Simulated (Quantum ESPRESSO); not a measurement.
## Magnetic state of VBr3 from several starts

Wanted: the moments of VBr3 and the energy of each order that was tried.

Method: PBEsol; plane waves with GBRV 1.5 PBEsol potentials, no spin-orbit coupling, in Quantum ESPRESSO 7.5.

### Step 1. The structure

It takes space group P6_3/mmc (No. 194, hexagonal). The conventional cell has a = 9.943 Å, b = 9.943 Å, c = 3.363 Å, α = 90.00°, β = 90.00°, γ = 120.00°. V has 6 Br at 2.56 Å nearest. Br has 2 V at 2.56 Å nearest. Farther neighbours and most contacts between anions are not listed.

As a file:

```cif
data_structure
_symmetry_space_group_name_H-M 'P6_3/mmc'
_symmetry_Int_Tables_number 194
_cell_length_a 9.9427
_cell_length_b 9.9427
_cell_length_c 3.3635
_cell_angle_alpha 90.000
_cell_angle_beta 90.000
_cell_angle_gamma 120.000
_cell_volume 287.96
loop_
_atom_site_label
_atom_site_type_symbol
_atom_site_symmetry_multiplicity
_atom_site_Wyckoff_symbol
_atom_site_fract_x
_atom_site_fract_y
_atom_site_fract_z
_atom_site_occupancy
V1 V 2 d 0.66667 0.33333 0.25000 1
Br1 Br 6 h 0.44195 0.22098 0.75000 1
```

The cell comes from Materials Project 2023-11-01, a database of computed structures, and need not be the stable phase.

### Step 2. Start 1: ferro ++

The signs are those of the starting moments on the seeded atoms, the atoms that are given a moment.

File pw.in:

```
&CONTROL
  calculation = 'scf'
  prefix = 'pwscf'
  outdir = './tmp'
  pseudo_dir = './pseudo'
  disk_io = 'nowf'
/
&SYSTEM
  ibrav = 0
  celldm(1) = 8
  nat = 8
  ntyp = 2
  ecutwfc = 40
  ecutrho = 280
  nbnd = 48
  occupations = 'smearing'
  smearing = 'fd'
  degauss = 0.00367493
  nspin = 2
  starting_magnetization(1) = 0.1538
  starting_magnetization(2) = 0
/
&ELECTRONS
  conv_thr = 1.6d-08
  electron_maxstep = 150
  mixing_beta = 0.3
/
ATOMIC_SPECIES
V      50.9415 v_pbesol_v1.4.uspp.F.UPF
Br     79.9040 br_pbesol_v1.4.uspp.F.UPF
CELL_PARAMETERS alat
   2.3486186182634    0.0000000000000    0.0000000000000
  -1.1743093091435    2.0339633872145    0.0000000000000
   0.0000000000000    0.0000000000000    0.7945105464435
ATOMIC_POSITIONS crystal
V       0.6666666700    0.3333333300    0.2500000000
V       0.3333333300    0.6666666700    0.7500000000
Br      0.4419500000    0.2209750000    0.7500000000
Br      0.7790250000    0.2209750000    0.7500000000
Br      0.7790250000    0.5580500000    0.7500000000
Br      0.5580500000    0.7790250000    0.2500000000
Br      0.2209750000    0.7790250000    0.2500000000
Br      0.2209750000    0.4419500000    0.2500000000
K_POINTS automatic
6 6 6 0 0 0
```

The run is started by

```bash
$ OMP_NUM_THREADS=1 mpirun -n 4 pw.x -nk 4 -in pw.in > pw.out
```

What it wrote:

```text
Program PWSCF v.7.5 starts

     Message from routine setup:
     using ibrav=0 with symmetry is DISCOURAGED, use correct ibrav instead

     K-points division:     npool     =       4
     Subspace diagonalization in iterative solution of the eigenvalue problem:

     G-vector sticks info
     --------------------
     sticks:   dense  smooth     PW     G-vecs:    dense   smooth      PW
     Sum        6817    3889   1159               153717    66433   10627

     Using Slab Decomposition

     bravais-lattice index     =            0
     lattice parameter (alat)  =       8.0000  a.u.
     unit-cell volume          =    1943.2347 (a.u.)^3
     number of atoms/cell      =            8
     number of atomic types    =            2
     number of electrons       =        68.00
     number of Kohn-Sham states=           48
     kinetic-energy cutoff     =      40.0000  Ry
     charge density cutoff     =     280.0000  Ry
     scf convergence threshold =      1.6E-08
     mixing beta               =       0.3000
     number of iterations used =            8  plain     mixing
     Exchange-correlation= SLA  PW   PSX  PSC
                           (   1   4  10   8   0   0   0)

     celldm(1)=   8.000000  celldm(2)=   0.000000  celldm(3)=   0.000000
     celldm(4)=   0.000000  celldm(5)=   0.000000  celldm(6)=   0.000000

     crystal axes: (cart. coord. in units of alat)
               a(1) = (   2.348619   0.000000   0.000000 )
               a(2) = (  -1.174309   2.033963   0.000000 )
               a(3) = (   0.000000   0.000000   0.794511 )

     reciprocal axes: (cart. coord. in units 2 pi/alat)
               b(1) = (  0.425782  0.245825 -0.000000 )
               b(2) = (  0.000000  0.491651  0.000000 )
               b(3) = (  0.000000 -0.000000  1.258637 )

     PseudoPot. # 1 for V  read from file:
     v_pbesol_v1.4.uspp.F.UPF
     Pseudo is Ultrasoft + core correction, Zval = 13.0
     Generated by new atomic code, or converted to UPF format
     Using radial grid of  853 points,  6 beta functions with:
                l(1) =   0
                l(2) =   0
                l(3) =   1
                l(4) =   1
                l(5) =   2
                l(6) =   2
     Q(r) pseudized with  8 coefficients,  rinner =    1.100   1.100   1.100
                                                       1.100   1.100

     PseudoPot. # 2 for Br read from file:
     br_pbesol_v1.4.uspp.F.UPF
     Pseudo is Ultrasoft + core correction, Zval =  7.0
     Generated by new atomic code, or converted to UPF format
     Using radial grid of  879 points,  6 beta functions with:
                l(1) =   0
                l(2) =   0
                l(3) =   1
                l(4) =   1
                l(5) =   2
                l(6) =   2
     Q(r) pseudized with  8 coefficients,  rinner =    1.200   1.200   1.200
                                                       1.200   1.200

     atomic species   valence    mass     pseudopotential
     V                13.00    50.94150     V ( 1.00)
     Br                7.00    79.90400     Br( 1.00)

     Starting magnetic structure
     atomic species   magnetization
     V               0.154
     Br              0.000

     24 Sym. Ops., with inversion, found (12 have fractional translation)

   Cartesian axes

     site n.     atom                  positions (alat units)
         1        V      tau(   1) = (   1.1743093   0.6779878   0.1986276  )
         2        V      tau(   2) = (  -0.0000000   1.3559756   0.5958829  )
         3        Br     tau(   3) = (   0.7784790   0.4494551   0.5958829  )
         4        Br     tau(   4) = (   1.5701396   0.4494551   0.5958829  )
         5        Br     tau(   5) = (   1.1743093   1.1350533   0.5958829  )
         6        Br     tau(   6) = (   0.3958303   1.5845083   0.1986276  )
         7        Br     tau(   7) = (  -0.3958303   1.5845083   0.1986276  )
         8        Br     tau(   8) = (  -0.0000000   0.8989101   0.1986276  )

     number of k points=    28  Fermi-Dirac smearing, width (Ry)=  0.0037
                       cart. coord. in units 2pi/alat
        k(    1) = (   0.0000000   0.0000000   0.0000000), wk =   0.0046296
        k(    2) = (   0.0000000   0.0000000   0.2097728), wk =   0.0092593
        k(    3) = (   0.0000000   0.0000000   0.4195455), wk =   0.0092593
        k(    4) = (   0.0000000   0.0000000  -0.6293183), wk =   0.0046296
        k(    5) = (   0.0000000   0.0819418   0.0000000), wk =   0.0277778
        [... 23 further k-points ...]

     Dense  grid:   153717 G-vectors     FFT dimensions: ( 108, 108,  36)

     Smooth grid:    66433 G-vectors     FFT dimensions: (  75,  75,  30)

     Check: negative core charge=   -0.000002
     Generating pointlists ...
     new r_m :   0.2498 (alat units)  1.9984 (a.u.) for type    1
     new r_m :   0.2498 (alat units)  1.9984 (a.u.) for type    2

     Initial potential from superposition of free atoms

     starting charge      67.9976, renormalised to      68.0000

     negative rho (up, down):  1.042E-03 7.619E-04
     Starting wfcs are   44 randomized atomic wfcs +    4 random wfcs

     Self-consistent Calculation

     iteration #  1     ecut=    40.00 Ry     beta= 0.30
     Davidson diagonalization with overlap
     ethr =  1.00E-02,  avg # of iterations =  6.4

     Threshold (ethr) on eigenvalues was too large:
     Diagonalizing with lowered threshold

     Davidson diagonalization with overlap
     ethr =  1.37E-04,  avg # of iterations = 11.2

     negative rho (up, down):  6.949E-04 1.120E-03

     total energy              =    -533.42640921 Ry
     estimated scf accuracy    <       0.13208977 Ry

     total magnetization       =     3.92 Bohr mag/cell
     absolute magnetization    =     4.54 Bohr mag/cell

     iteration #  2     ecut=    40.00 Ry     beta= 0.30
     Davidson diagonalization with overlap
     ethr =  1.94E-04,  avg # of iterations =  2.1

     negative rho (up, down):  5.508E-04 1.319E-03

     total energy              =    -533.43412579 Ry
     estimated scf accuracy    <       0.07064714 Ry

     total magnetization       =     4.00 Bohr mag/cell
     absolute magnetization    =     4.46 Bohr mag/cell

     iteration #  3     ecut=    40.00 Ry     beta= 0.30
     Davidson diagonalization with overlap
     ethr =  1.04E-04,  avg # of iterations =  2.4

     negative rho (up, down):  1.605E-04 1.725E-03

     total energy              =    -533.44964279 Ry
     estimated scf accuracy    <       0.03342068 Ry

     total magnetization       =     4.00 Bohr mag/cell
     absolute magnetization    =     4.68 Bohr mag/cell

     [... further iterations left out ...]

     iteration # 13     ecut=    40.00 Ry     beta= 0.30
     Davidson diagonalization with overlap
     ethr =  2.15E-10,  avg # of iterations =  6.4

     negative rho (up, down):  0.000E+00 2.229E-03

     total energy              =    -533.46003561 Ry
     estimated scf accuracy    <       0.00000004 Ry

     total magnetization       =     4.00 Bohr mag/cell
     absolute magnetization    =     4.79 Bohr mag/cell

     iteration # 14     ecut=    40.00 Ry     beta= 0.30
     Davidson diagonalization with overlap
     ethr =  5.80E-11,  avg # of iterations =  3.0

     negative rho (up, down):  0.000E+00 2.229E-03

     total energy              =    -533.46003560 Ry
     estimated scf accuracy    <       0.00000007 Ry

     total magnetization       =     4.00 Bohr mag/cell
     absolute magnetization    =     4.79 Bohr mag/cell

     iteration # 15     ecut=    40.00 Ry     beta= 0.30
     Davidson diagonalization with overlap
     ethr =  5.80E-11,  avg # of iterations =  1.4

     negative rho (up, down):  0.000E+00 2.229E-03

     total energy              =    -533.46003559 Ry
     estimated scf accuracy    <       0.00000002 Ry

     total magnetization       =     4.00 Bohr mag/cell
     absolute magnetization    =     4.79 Bohr mag/cell

     iteration # 16     ecut=    40.00 Ry     beta= 0.30
     Davidson diagonalization with overlap
     ethr =  3.66E-11,  avg # of iterations =  4.1

     negative rho (up, down):  0.000E+00 2.230E-03

     Magnetic moment per site  (integrated on atomic sphere of radius R)
     atom   1 (R=0.250)  charge= 10.9846  magn=  1.8579
     atom   2 (R=0.250)  charge= 10.9846  magn=  1.8579
     atom   3 (R=0.250)  charge=  4.8778  magn= -0.0543
     atom   4 (R=0.250)  charge=  4.8778  magn= -0.0543
     atom   5 (R=0.250)  charge=  4.8778  magn= -0.0543
     atom   6 (R=0.250)  charge=  4.8778  magn= -0.0543
     atom   7 (R=0.250)  charge=  4.8778  magn= -0.0543
     atom   8 (R=0.250)  charge=  4.8778  magn= -0.0543

     End of self-consistent calculation

     [... lines left out ...]
     the Fermi energy is     2.5948 ev

!    total energy              =    -533.46003561 Ry
     estimated scf accuracy    <          4.0E-09 Ry
     smearing contrib. (-TS)   =      -0.00426935 Ry
     internal energy E=F+TS    =    -533.45576625 Ry

     The total energy is F=E-TS. E is the sum of the following terms:
     one-electron contribution =    -437.68351324 Ry
     hartree contribution      =     233.39976934 Ry
     xc contribution           =    -156.81235184 Ry
     ewald contribution        =    -172.35967052 Ry

     total magnetization       =     4.00 Bohr mag/cell
     absolute magnetization    =     4.79 Bohr mag/cell

     convergence has been achieved in  16 iterations

=------------------------------------------------------------------------------=
   JOB DONE.
=------------------------------------------------------------------------------=
```

It took 2.5 min on 4 MPI ranks of Intel Xeon 6975P-C (Granite Rapids), shared host; peak memory 1.4 GiB.

Spin moment in the atom's sphere by atom:

| atom | spin moment in the atom's sphere (μB) |
| --- | --- |
| V1 | 1.86 |
| V2 | 1.86 |
| Br3 | -0.05 |
| Br4 | -0.05 |
| Br5 | -0.05 |
| Br6 | -0.05 |
| Br7 | -0.05 |
| Br8 | -0.05 |

This step gave:

* smearing term TS: 0.05809 eV
* magnetization: 4 μB
* absolute magnetization: 4.792 μB
* final state: ferromagnetic

### Step 3. Run 2, typed as antiferro +−

Changes to pw.in since step 2:

```diff
@@ -11,6 +11,6 @@
   nat = 8
-  ntyp = 2
+  ntyp = 3
   ecutwfc = 40
   ecutrho = 280
-  nbnd = 48
+  nbnd = 46
   occupations = 'smearing'
@@ -20,3 +20,4 @@
   starting_magnetization(1) = 0.1538
-  starting_magnetization(2) = 0
+  starting_magnetization(2) = -0.1538
+  starting_magnetization(3) = 0
 /
@@ -28,3 +29,4 @@
 ATOMIC_SPECIES
-V      50.9415 v_pbesol_v1.4.uspp.F.UPF
+V1     50.9415 v_pbesol_v1.4.uspp.F.UPF
+V2     50.9415 v_pbesol_v1.4.uspp.F.UPF
 Br     79.9040 br_pbesol_v1.4.uspp.F.UPF
@@ -35,4 +37,4 @@
 ATOMIC_POSITIONS crystal
-V       0.6666666700    0.3333333300    0.2500000000
-V       0.3333333300    0.6666666700    0.7500000000
+V1      0.6666666700    0.3333333300    0.2500000000
+V2      0.3333333300    0.6666666700    0.7500000000
 Br      0.4419500000    0.2209750000    0.7500000000
```

What it wrote:

```text
[banner, memory and clock lines left out]
Program PWSCF v.7.5 starts

     Message from routine setup:
     using ibrav=0 with symmetry is DISCOURAGED, use correct ibrav instead

     bravais-lattice index     =            0
     lattice parameter (alat)  =       8.0000  a.u.
     unit-cell volume          =    1943.2347 (a.u.)^3
     number of atoms/cell      =            8
     number of atomic types    =            3
     number of electrons       =        68.00
     number of Kohn-Sham states=           46
     kinetic-energy cutoff     =      40.0000  Ry
     charge density cutoff     =     280.0000  Ry
     scf convergence threshold =      1.6E-08
     mixing beta               =       0.3000
     number of iterations used =            8  plain     mixing
     Exchange-correlation= SLA  PW   PSX  PSC
                           (   1   4  10   8   0   0   0)

     celldm(1)=   8.000000  celldm(2)=   0.000000  celldm(3)=   0.000000
     celldm(4)=   0.000000  celldm(5)=   0.000000  celldm(6)=   0.000000

     crystal axes: (cart. coord. in units of alat)
               a(1) = (   2.348619   0.000000   0.000000 )
               a(2) = (  -1.174309   2.033963   0.000000 )
               a(3) = (   0.000000   0.000000   0.794511 )

     reciprocal axes: (cart. coord. in units 2 pi/alat)
               b(1) = (  0.425782  0.245825 -0.000000 )
               b(2) = (  0.000000  0.491651  0.000000 )
               b(3) = (  0.000000 -0.000000  1.258637 )

     PseudoPot. # 1 for V  read from file:
     v_pbesol_v1.4.uspp.F.UPF
     Pseudo is Ultrasoft + core correction, Zval = 13.0

     PseudoPot. # 2 for V  read from file:
     v_pbesol_v1.4.uspp.F.UPF
     Pseudo is Ultrasoft + core correction, Zval = 13.0

     PseudoPot. # 3 for Br read from file:
     br_pbesol_v1.4.uspp.F.UPF
     Pseudo is Ultrasoft + core correction, Zval =  7.0

     atomic species   valence    mass     pseudopotential
     V1               13.00    50.94150     V ( 1.00)
     V2               13.00    50.94150     V ( 1.00)
     Br                7.00    79.90400     Br( 1.00)

     Starting magnetic structure
     atomic species   magnetization
     V1              0.154
     V2             -0.154
     Br              0.000

     12 Sym. Ops. (no inversion) found ( 6 have fractional translation)

   Cartesian axes

     site n.     atom                  positions (alat units)
         1        V1     tau(   1) = (   1.1743093   0.6779878   0.1986276  )
         2        V2     tau(   2) = (  -0.0000000   1.3559756   0.5958829  )
         3        Br     tau(   3) = (   0.7784790   0.4494551   0.5958829  )
         4        Br     tau(   4) = (   1.5701396   0.4494551   0.5958829  )
         5        Br     tau(   5) = (   1.1743093   1.1350533   0.5958829  )
         6        Br     tau(   6) = (   0.3958303   1.5845083   0.1986276  )
         7        Br     tau(   7) = (  -0.3958303   1.5845083   0.1986276  )
         8        Br     tau(   8) = (  -0.0000000   0.8989101   0.1986276  )

     number of k points=    28  Fermi-Dirac smearing, width (Ry)=  0.0037
                       cart. coord. in units 2pi/alat
        k(    1) = (   0.0000000   0.0000000   0.0000000), wk =   0.0046296
        k(    2) = (   0.0000000   0.0000000   0.2097728), wk =   0.0092593
        k(    3) = (   0.0000000   0.0000000   0.4195455), wk =   0.0092593
        k(    4) = (   0.0000000   0.0000000  -0.6293183), wk =   0.0046296
        k(    5) = (   0.0000000   0.0819418   0.0000000), wk =   0.0277778
        [... 23 further k-points ...]

     Dense  grid:   153717 G-vectors     FFT dimensions: ( 108, 108,  36)

     Smooth grid:    66433 G-vectors     FFT dimensions: (  75,  75,  30)

     Check: negative core charge=   -0.000002
     Generating pointlists ...
     new r_m :   0.2498 (alat units)  1.9984 (a.u.) for type    1
     new r_m :   0.2498 (alat units)  1.9984 (a.u.) for type    2
     new r_m :   0.2498 (alat units)  1.9984 (a.u.) for type    3

     Initial potential from superposition of free atoms

     starting charge      67.9976, renormalised to      68.0000

     negative rho (up, down):  9.017E-04 9.017E-04
     Starting wfcs are   44 randomized atomic wfcs +    2 random wfcs

     Self-consistent Calculation

     iteration #  1     ecut=    40.00 Ry     beta= 0.30
     Davidson diagonalization with overlap
     ethr =  1.00E-02,  avg # of iterations =  5.7

     Threshold (ethr) on eigenvalues was too large:
     Diagonalizing with lowered threshold

     Davidson diagonalization with overlap
     ethr =  1.35E-04,  avg # of iterations = 10.6

     negative rho (up, down):  9.073E-04 9.074E-04

     total energy              =    -533.42579512 Ry
     estimated scf accuracy    <       0.13241278 Ry

     total magnetization       =    -0.00 Bohr mag/cell
     absolute magnetization    =     4.53 Bohr mag/cell

     iteration #  2     ecut=    40.00 Ry     beta= 0.30
     Davidson diagonalization with overlap
     ethr =  1.95E-04,  avg # of iterations =  2.2

     negative rho (up, down):  9.360E-04 9.349E-04

     total energy              =    -533.43338242 Ry
     estimated scf accuracy    <       0.06936578 Ry

     total magnetization       =    -0.01 Bohr mag/cell
     absolute magnetization    =     4.44 Bohr mag/cell

     [... further iterations left out ...]

     iteration # 14     ecut=    40.00 Ry     beta= 0.30
     Davidson diagonalization with overlap
     ethr =  3.24E-09,  avg # of iterations =  4.0

     negative rho (up, down):  1.110E-03 1.110E-03

     total energy              =    -533.45925332 Ry
     estimated scf accuracy    <       0.00000064 Ry

     total magnetization       =    -0.00 Bohr mag/cell
     absolute magnetization    =     4.78 Bohr mag/cell

     iteration # 15     ecut=    40.00 Ry     beta= 0.30
     Davidson diagonalization with overlap
     ethr =  9.47E-10,  avg # of iterations =  3.4

     negative rho (up, down):  1.110E-03 1.110E-03

     Magnetic moment per site  (integrated on atomic sphere of radius R)
     atom   1 (R=0.250)  charge= 10.9841  magn=  1.8554
     atom   2 (R=0.250)  charge= 10.9840  magn= -1.8554
     atom   3 (R=0.250)  charge=  4.8781  magn= -0.0522
     atom   4 (R=0.250)  charge=  4.8781  magn= -0.0522
     atom   5 (R=0.250)  charge=  4.8781  magn= -0.0522
     atom   6 (R=0.250)  charge=  4.8781  magn=  0.0522
     atom   7 (R=0.250)  charge=  4.8781  magn=  0.0522
     atom   8 (R=0.250)  charge=  4.8781  magn=  0.0522

     End of self-consistent calculation

     [... lines left out ...]
     the Fermi energy is     2.6072 ev

!    total energy              =    -533.45925353 Ry
     estimated scf accuracy    <          9.1E-09 Ry
     smearing contrib. (-TS)   =      -0.00375360 Ry
     internal energy E=F+TS    =    -533.45549993 Ry

     The total energy is F=E-TS. E is the sum of the following terms:
     one-electron contribution =    -437.68704578 Ry
     hartree contribution      =     233.40348474 Ry
     xc contribution           =    -156.81226838 Ry
     ewald contribution        =    -172.35967052 Ry

     total magnetization       =     0.00 Bohr mag/cell
     absolute magnetization    =     4.78 Bohr mag/cell

     convergence has been achieved in  15 iterations
```

Wall time 2.3 min (4 MPI ranks); peak memory 1.5 GiB.

Spin moment in the atom's sphere by atom:

| atom | spin moment in the atom's sphere (μB) |
| --- | --- |
| V1 | 1.86 |
| V2 | -1.86 |
| Br3 | -0.05 |
| Br4 | -0.05 |
| Br5 | -0.05 |
| Br6 | 0.05 |
| Br7 | 0.05 |
| Br8 | 0.05 |

Read from the output:

```yaml
smearing_term_ts: 0.05107 eV
magnetization: 0 μB
absolute_magnetization: 4.78 μB
final_state: antiferromagnetic
```

### Step 4. The states side by side

An order is kept where moments of 0.15 μB or more survive with the typed signs; meshes match where a doubled cell samples the same k points as the first cell.

Orders:

| start | final state | typed order kept | energy over the lowest (meV a seeded atom) | largest site moment (μB) | net moment (μB a cell of the first run) | mesh matched | CPU time (s) |
| --- | --- | --- | --- | --- | --- | --- | --- |
| ferro ++ | ferromagnetic | yes | 0 | 1.858 | 4 | yes | 596.2 |
| antiferro +- | antiferromagnetic | yes | 5.32 | 1.855 | 0 | yes | 544.7 |

[end of part 1 of 2]

[Logs and program files are shortened in this print: banners, set-up blocks, solver, clock and traceback lines can be left out without a mark of their own.]

[Logs are printed without paths, hosts, clocks, repeated set-up lines and the standing remarks that a program may print on its own settings, such as how far it seeks lower states.]

[Hosts, paths, dates, database ids (printed as entryN), source tags and the programs' standing remarks are cut or masked in the printed files.]

[Where a cell is said to come from a database of computed structures, the database is the Materials Project.]
